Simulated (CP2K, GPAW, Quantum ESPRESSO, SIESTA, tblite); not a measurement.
# From one method to another: forces in (11,0) carbon nanotube bundle (176 atoms)

Graphene sheet (a = 2.46 Å) rolled into a (11,0) tube of diameter 8.61 Å, 4 periods, hexagonal bundle with 3.3 Å between walls; then minimised and run for 3 ps at 600 K (NVT) with a classical potential, last frame taken. Then every atom was moved at random, 0.03 Å r.m.s. a Cartesian component.

Two calculations on one geometry. First: Kohn-Sham DFT, PBE, PAW, atomic orbitals (dzp); LCAO dzp; h 0.2 Å; levels smeared at 580 K (GPAW 26.7.0; Γ point). Second: Kohn-Sham DFT, PBE, SSSP efficiency 1.3.0 pseudopotentials, plane waves; sssp-1.3.0-efficiency; 45/360 Ry; levels smeared at 580 K (Quantum ESPRESSO 7.5; sssp-pbe-1.3.0-efficiency, cutoffs 45/360 Ry, Γ point).

Cell vectors (Å):

```
11.913 0.000 0.000
-5.957 10.317 0.000
0.000 0.000 17.043
```

Atom, position (Å) and force of the first calculation (eV/Å):

```
1 C -2.02 8.25 1.34 0.42 1.17 -0.89
2 C -1.99 9.48 0.69 1.09 -0.67 0.95
3 C 3.93 0.34 1.31 1.20 3.21 4.47
4 C 3.78 1.58 0.68 -0.65 1.19 3.23
5 C -1.69 9.55 3.52 -1.47 -1.93 -4.31
6 C 4.10 0.41 2.72 0.06 -1.38 1.54
7 C 3.20 2.71 1.39 2.56 -1.13 1.68
8 C 2.36 3.53 0.70 -0.87 2.23 0.29
9 C 3.83 1.58 3.43 -1.27 3.60 1.91
10 C 3.37 2.82 2.81 -0.10 -2.44 -1.57
11 C 1.26 4.11 1.47 3.85 -1.27 -4.12
12 C 0.14 4.18 0.72 -0.64 1.38 -3.11
13 C 2.53 3.69 3.51 -2.02 -0.39 2.15
14 C 1.34 4.05 2.78 -0.27 2.14 5.68
15 C -1.06 4.09 1.36 -0.35 1.13 2.40
16 C 9.75 3.65 0.69 -2.89 -1.78 3.28
17 C 0.13 4.36 3.54 1.04 -0.45 -1.43
18 C -1.06 4.21 2.76 -1.87 -1.60 2.95
19 C 8.82 2.85 1.51 -0.25 1.33 -2.67
20 C 7.94 2.01 0.79 0.86 -1.22 -0.53
21 C 9.75 3.57 3.57 2.79 1.98 -0.33
22 C 8.86 2.75 2.90 0.44 1.95 -1.30
23 C 7.64 0.77 1.41 -1.86 -1.46 1.33
24 C 1.61 9.83 0.70 -0.56 0.74 4.16
25 C 8.06 1.89 3.60 -1.87 -2.71 -2.29
26 C 7.50 0.71 2.84 1.03 1.48 0.46
27 C 1.94 8.63 1.51 -0.79 1.74 -4.39
28 C 2.67 7.72 0.70 -0.94 -1.17 -0.73
29 C 1.41 9.78 3.53 1.99 1.26 0.41
30 C 1.90 8.60 2.88 -2.65 2.81 -0.13
31 C 3.64 7.03 1.40 0.69 -2.31 1.92
32 C 4.66 6.34 0.70 2.04 -0.20 0.80
33 C 2.58 7.67 3.57 2.25 -2.60 1.67
34 C 3.56 7.01 2.85 3.32 -1.57 -0.04
35 C 5.90 6.02 1.45 -0.26 0.51 -4.68
36 C 7.15 6.09 0.63 0.35 -0.59 3.28
37 C 4.74 6.55 3.61 -1.43 -1.71 -2.85
38 C 5.89 6.09 2.82 -4.27 1.20 1.37
39 C -3.56 6.49 1.40 -3.37 -2.17 -1.46
40 C -2.61 7.20 0.70 1.21 -0.97 -1.76
41 C 7.01 6.27 3.53 6.15 -0.66 -2.22
42 C -3.66 6.52 2.78 0.27 1.11 2.12
43 C -2.67 7.28 3.49 0.39 -0.19 0.45
44 C -1.98 8.30 2.66 0.14 0.36 8.78
45 C -2.12 8.38 5.64 1.85 -2.02 2.83
46 C -1.85 9.53 4.91 1.52 -3.84 -3.08
47 C 4.08 0.35 5.54 -2.02 8.65 5.25
48 C 3.61 1.61 4.87 3.82 -3.61 -0.04
49 C -1.77 9.55 7.72 1.45 -1.86 3.79
50 C 4.07 0.40 7.05 1.40 1.64 -3.46
51 C 3.18 2.69 5.66 2.12 -0.89 0.30
52 C 2.38 3.62 4.99 2.33 0.18 -3.48
53 C 3.98 1.62 7.76 -0.75 -0.67 0.71
54 C 3.44 2.69 7.07 -4.28 3.00 0.16
55 C 1.34 4.15 5.68 -1.97 1.07 1.02
56 C 0.15 4.37 4.94 -0.87 0.45 1.09
57 C 2.38 3.54 7.80 3.88 -2.00 0.81
58 C 1.30 4.06 7.11 0.78 0.25 -2.03
59 C -1.07 4.16 5.67 1.26 1.01 1.84
60 C 9.82 3.58 5.00 -2.92 0.05 -2.51
61 C 0.12 4.19 7.80 -2.95 2.02 0.95
62 C -1.16 4.19 7.12 5.16 1.41 -2.86
63 C 8.79 2.87 5.72 2.54 1.02 -2.91
64 C 8.12 1.92 4.96 -2.31 -1.64 1.62
65 C 9.68 3.71 7.75 0.65 1.97 6.42
66 C 8.98 2.86 7.06 -7.10 -5.10 -0.49
67 C 7.61 0.73 5.56 1.46 3.39 6.40
68 C 1.72 9.90 4.92 -1.51 -4.99 -2.68
69 C 8.17 1.84 7.72 -0.80 0.68 2.64
70 C 7.74 0.65 7.09 -1.01 2.42 -3.36
71 C 2.18 8.74 5.62 -1.95 -0.51 3.04
72 C 2.73 7.62 5.00 -2.40 2.09 -2.03
73 C 1.54 9.77 7.79 0.98 1.83 0.00
74 C 2.00 8.66 7.07 0.60 -0.43 -0.85
75 C 3.59 6.81 5.69 0.78 -0.27 -0.49
76 C 4.74 6.37 5.03 -2.35 -0.11 -3.35
77 C 2.68 7.67 7.83 1.04 -1.01 -3.12
78 C 3.68 6.89 7.04 -3.01 0.80 4.47
79 C 5.84 5.99 5.68 5.25 0.48 2.25
80 C 7.12 6.31 4.86 -4.15 -2.21 5.96
81 C 4.72 6.36 7.80 -0.64 -1.45 3.84
82 C 5.89 5.96 7.19 -0.33 0.17 -5.04
83 C -3.76 6.75 5.68 0.97 -0.76 -0.80
84 C -2.68 7.29 4.98 0.05 1.00 -3.26
85 C 7.09 6.20 7.82 0.21 -1.02 2.20
86 C -3.81 6.80 7.09 1.08 -1.35 0.59
87 C -2.80 7.42 7.86 1.19 -0.20 -0.15
88 C -1.96 8.30 7.10 -1.82 1.00 -2.03
89 C -2.11 8.40 9.97 1.45 1.30 -1.31
90 C -1.66 9.55 9.17 -1.09 -0.06 1.20
91 C 4.23 0.49 9.90 -0.41 -3.03 1.55
92 C 3.87 1.58 9.19 -0.30 3.89 0.51
93 C -1.78 9.58 12.05 0.25 -1.04 1.91
94 C 4.05 0.47 11.37 1.94 1.00 -1.01
95 C 3.22 2.68 10.02 2.08 -1.55 -6.16
96 C 2.36 3.51 9.25 2.21 -0.35 -1.51
97 C 3.85 1.68 12.11 0.98 -3.01 -1.11
98 C 3.31 2.70 11.35 -2.42 2.48 3.55
99 C 1.39 4.16 9.94 -5.47 0.71 0.31
100 C 0.08 4.28 9.20 1.29 -0.38 1.45
101 C 2.33 3.48 12.12 1.42 -0.01 -3.00
102 C 1.27 4.08 11.34 2.55 -0.38 1.66
103 C -1.15 4.03 9.92 3.05 1.54 1.48
104 C 9.62 3.67 9.25 3.39 2.34 -4.45
105 C 0.09 4.20 12.08 0.40 0.95 0.07
106 C -1.06 3.98 11.37 -1.95 0.89 -2.86
107 C 8.73 2.95 9.88 -5.70 -4.50 5.29
108 C 7.93 1.98 9.17 1.38 -0.29 -2.20
109 C 9.72 3.61 12.05 -2.24 -0.97 3.53
110 C 8.67 2.80 11.43 5.91 7.71 -6.10
111 C 7.52 0.82 9.85 0.32 0.26 4.63
112 C 1.63 9.89 9.21 -1.52 0.35 -1.27
113 C 8.02 2.01 12.18 -4.94 -6.49 1.36
114 C 7.56 0.82 11.42 -0.81 0.55 -3.10
115 C 1.98 8.74 9.87 -0.57 -2.63 4.25
116 C 2.65 7.68 9.21 0.21 0.24 0.69
117 C 1.49 9.91 12.07 1.02 -2.33 1.22
118 C 1.82 8.60 11.35 0.29 3.91 -1.31
119 C 3.60 6.93 9.99 -0.63 -1.33 -1.60
120 C 4.66 6.28 9.30 1.92 0.93 -1.24
121 C 2.63 7.71 12.08 -1.19 0.15 0.27
122 C 3.50 6.86 11.37 3.25 -0.76 1.00
123 C 5.94 6.05 10.05 -2.27 -0.61 -6.35
124 C 7.16 6.07 9.25 -1.40 0.38 0.79
125 C 4.74 6.36 12.04 -6.47 1.70 3.06
126 C 5.88 6.10 11.39 2.84 -0.63 0.59
127 C -3.64 6.51 10.00 0.95 0.11 -2.27
128 C -2.76 7.37 9.31 -0.24 -0.85 -2.76
129 C 7.12 6.13 12.05 2.53 -0.34 1.49
130 C -3.51 6.41 11.36 -2.76 0.43 2.07
131 C -2.67 7.33 12.09 -0.18 -2.16 -1.22
132 C -2.14 8.39 11.38 1.42 1.15 -0.39
133 C -2.02 8.34 14.16 0.53 -0.76 2.30
134 C -1.60 9.49 13.50 -1.04 2.28 -1.49
135 C 4.32 0.43 14.20 -0.62 0.81 2.24
136 C 3.82 1.63 13.50 2.22 -2.59 1.93
137 C -1.91 9.61 16.42 0.84 -3.66 -6.28
138 C 4.30 0.46 15.75 -0.76 1.86 -4.68
139 C 3.17 2.60 14.27 2.79 0.45 -0.08
140 C 2.35 3.40 13.51 -1.71 1.51 -0.22
141 C 3.97 1.67 16.41 0.14 0.93 -5.06
142 C 3.42 2.80 15.64 -1.69 -0.71 1.61
143 C 1.26 3.94 14.17 0.34 2.05 2.40
144 C 0.07 4.28 13.48 0.68 -0.82 1.63
145 C 2.40 3.61 16.36 4.50 -2.41 -0.24
146 C 1.37 4.07 15.65 -3.00 0.48 -4.06
147 C -1.10 4.10 14.29 0.45 1.51 -4.03
148 C 9.70 3.68 13.55 0.06 0.25 -2.71
149 C 0.17 4.18 16.34 -2.20 1.46 0.80
150 C -1.09 4.22 15.63 0.10 -1.52 3.48
151 C 8.73 3.00 14.26 -1.41 -1.25 2.25
152 C 8.00 2.00 13.60 -0.24 0.51 -0.48
153 C 9.68 3.66 16.38 2.57 2.39 -0.89
154 C 8.72 2.96 15.74 -1.93 -0.88 -3.78
155 C 7.61 0.82 14.28 -0.11 0.03 -0.91
156 C 1.58 9.94 13.53 0.73 -1.51 0.27
157 C 7.95 1.99 16.42 -0.09 -1.25 -1.21
158 C 7.66 0.77 15.67 -1.12 1.39 2.32
159 C 2.09 8.78 14.32 -2.73 1.69 -4.69
160 C 2.67 7.80 13.49 -0.03 -1.31 1.62
161 C 1.55 9.83 16.38 -0.02 3.73 -0.31
162 C 1.91 8.75 15.69 2.52 -6.50 -1.48
163 C 3.54 6.91 14.18 -0.37 0.39 0.56
164 C 4.63 6.45 13.49 3.41 -1.23 -2.72
165 C 2.59 7.56 16.32 -0.34 3.08 0.79
166 C 3.62 6.85 15.59 -2.79 1.26 0.36
167 C 5.87 6.32 14.16 0.66 -1.45 1.88
168 C 7.12 6.19 13.45 -1.11 -0.05 0.38
169 C 4.72 6.37 16.31 -1.55 0.03 1.96
170 C 5.88 6.23 15.64 3.51 -1.42 -3.48
171 C -3.59 6.43 14.16 0.66 0.77 1.24
172 C -2.60 7.23 13.46 -0.58 0.32 1.91
173 C 7.20 6.05 16.26 -4.38 0.33 2.27
174 C -3.59 6.39 15.61 5.32 2.06 -2.43
175 C -2.45 7.17 16.35 -3.87 0.17 -3.12
176 C -2.09 8.41 15.61 0.61 -2.32 0.60
```

**Question.** What forces does the second calculation give?

Atom and force (eV/Å):

```
1 0.19 1.17 -0.59
2 1.08 -0.42 0.78
3 1.20 3.05 4.33
4 -0.64 1.09 2.89
5 -1.65 -1.74 -4.15
6 -0.07 -1.29 1.69
7 2.35 -0.99 1.58
8 -0.68 1.98 0.24
9 -1.37 3.46 1.86
10 -0.40 -2.44 -1.52
11 3.61 -1.41 -3.86
12 -0.64 1.28 -2.83
13 -2.06 -0.66 1.92
14 -0.26 2.17 5.28
15 -0.28 1.03 2.30
16 -2.61 -1.77 3.15
17 0.94 -0.57 -1.33
18 -1.69 -1.71 2.87
19 -0.34 1.15 -2.60
20 1.08 -1.38 -0.55
21 2.63 1.73 -0.30
22 0.44 1.91 -1.23
23 -1.82 -1.38 1.38
24 -0.46 0.83 3.89
25 -1.54 -2.48 -2.09
26 1.14 1.30 0.38
27 -0.64 1.70 -4.24
28 -0.78 -1.24 -0.57
29 2.32 1.35 0.39
30 -2.45 2.71 -0.20
31 0.59 -2.24 1.74
32 1.98 -0.01 0.76
33 2.31 -2.43 1.40
34 3.21 -1.36 0.05
35 -0.29 0.64 -4.39
36 0.37 -0.54 3.09
37 -1.41 -1.75 -2.74
38 -3.88 1.35 1.32
39 -3.26 -1.90 -1.37
40 1.15 -0.83 -1.69
41 5.85 -0.68 -2.06
42 0.34 1.31 1.94
43 0.23 -0.21 0.33
44 -0.01 0.25 8.28
45 1.80 -2.05 2.56
46 1.45 -3.48 -2.85
47 -2.14 8.05 4.90
48 3.79 -3.44 -0.03
49 1.37 -1.71 3.59
50 1.42 1.42 -3.07
51 2.05 -0.92 0.19
52 2.15 0.10 -3.14
53 -1.00 -0.63 0.58
54 -4.27 2.64 0.10
55 -1.83 0.83 0.80
56 -0.88 0.31 1.02
57 3.52 -1.89 0.81
58 0.75 0.10 -1.82
59 1.07 0.79 1.64
60 -2.69 0.15 -2.38
61 -2.78 1.99 0.98
62 4.92 1.11 -2.70
63 2.67 0.82 -2.81
64 -2.27 -1.66 1.47
65 0.75 1.62 5.77
66 -6.89 -4.77 -0.46
67 1.73 3.01 6.00
68 -1.52 -4.64 -2.43
69 -0.81 0.54 2.57
70 -0.96 2.42 -3.05
71 -1.91 -0.58 2.93
72 -2.29 2.20 -1.90
73 1.31 1.90 -0.09
74 0.70 -0.30 -0.62
75 0.87 -0.04 -0.37
76 -2.14 -0.12 -3.16
77 0.97 -0.82 -2.91
78 -2.80 0.67 4.28
79 4.76 0.70 2.03
80 -3.90 -2.07 5.67
81 -0.56 -1.44 3.53
82 -0.34 0.47 -4.73
83 0.95 -0.68 -0.97
84 -0.15 1.27 -3.01
85 0.13 -0.94 2.03
86 1.03 -1.35 0.73
87 1.13 -0.14 -0.31
88 -2.09 1.23 -1.88
89 1.24 1.12 -1.30
90 -1.26 0.02 1.20
91 -0.64 -2.82 1.30
92 -0.16 3.48 0.57
93 0.11 -0.99 1.76
94 1.96 0.85 -0.84
95 1.96 -1.42 -5.80
96 1.99 -0.28 -1.30
97 0.79 -2.94 -1.10
98 -2.46 2.19 3.29
99 -5.25 0.36 0.35
100 1.17 -0.52 1.25
101 1.34 -0.05 -2.80
102 2.47 -0.46 1.67
103 2.92 1.42 1.35
104 3.24 2.00 -3.91
105 0.30 0.84 -0.03
106 -1.94 0.81 -2.58
107 -5.36 -4.31 4.77
108 1.53 -0.52 -2.03
109 -1.98 -1.04 3.32
110 5.64 7.30 -5.48
111 0.52 0.25 4.27
112 -1.41 0.23 -1.15
113 -4.50 -6.13 1.02
114 -0.77 0.24 -2.79
115 -0.57 -2.46 4.00
116 0.30 0.35 0.54
117 1.16 -2.00 1.20
118 0.60 3.82 -1.20
119 -0.60 -1.35 -1.51
120 1.82 1.13 -1.13
121 -1.17 0.22 0.21
122 3.19 -0.49 0.78
123 -2.21 -0.54 -6.00
124 -1.36 0.56 0.86
125 -6.11 1.67 2.93
126 2.73 -0.50 0.46
127 0.94 0.21 -2.16
128 -0.27 -0.67 -2.58
129 2.35 -0.26 1.57
130 -2.89 0.73 1.78
131 -0.15 -2.02 -1.13
132 1.33 1.13 -0.38
133 0.49 -0.61 2.22
134 -1.27 2.26 -1.33
135 -0.73 0.67 2.05
136 2.08 -2.49 1.85
137 0.86 -3.49 -6.05
138 -1.00 1.71 -4.34
139 2.81 0.51 -0.21
140 -1.84 1.41 -0.19
141 0.01 0.76 -4.66
142 -1.89 -0.91 1.42
143 0.40 1.99 2.19
144 0.76 -1.03 1.58
145 4.11 -2.33 -0.25
146 -2.96 0.26 -3.66
147 0.35 1.48 -3.85
148 0.07 0.08 -2.32
149 -2.03 1.43 0.72
150 0.17 -1.73 3.12
151 -1.26 -1.33 1.97
152 -0.11 0.46 -0.49
153 2.34 2.12 -0.75
154 -1.69 -0.82 -3.50
155 0.07 -0.03 -0.86
156 0.85 -1.33 0.31
157 0.09 -1.17 -1.12
158 -1.09 1.36 2.11
159 -2.70 1.57 -4.56
160 0.08 -1.27 1.67
161 0.27 3.39 -0.27
162 2.51 -6.06 -1.56
163 -0.12 0.45 0.52
164 3.36 -1.09 -2.52
165 -0.11 3.16 0.90
166 -2.72 1.29 0.41
167 0.57 -1.43 1.80
168 -1.04 0.06 0.32
169 -1.40 0.12 1.77
170 3.23 -1.34 -3.33
171 0.52 0.92 1.24
172 -0.73 0.50 1.75
173 -4.05 0.60 2.25
174 4.78 1.96 -2.39
175 -4.02 0.38 -2.80
176 0.59 -2.32 0.57
```

The two sets differ by 187 meV/Å r.m.s., 8.4 % of the r.m.s. force of the Quantum ESPRESSO run. The electronic-structure runs sample only Γ, in a cell whose shortest periodic width is 10 Å.

[Logs are printed without paths, hosts, clocks, repeated set-up lines and the standing remarks that a program may print on its own settings, such as how far it seeks lower states.]

[Hosts, paths, dates, database ids (printed as entryN), source tags and the programs' standing remarks are cut or masked in the printed files.]
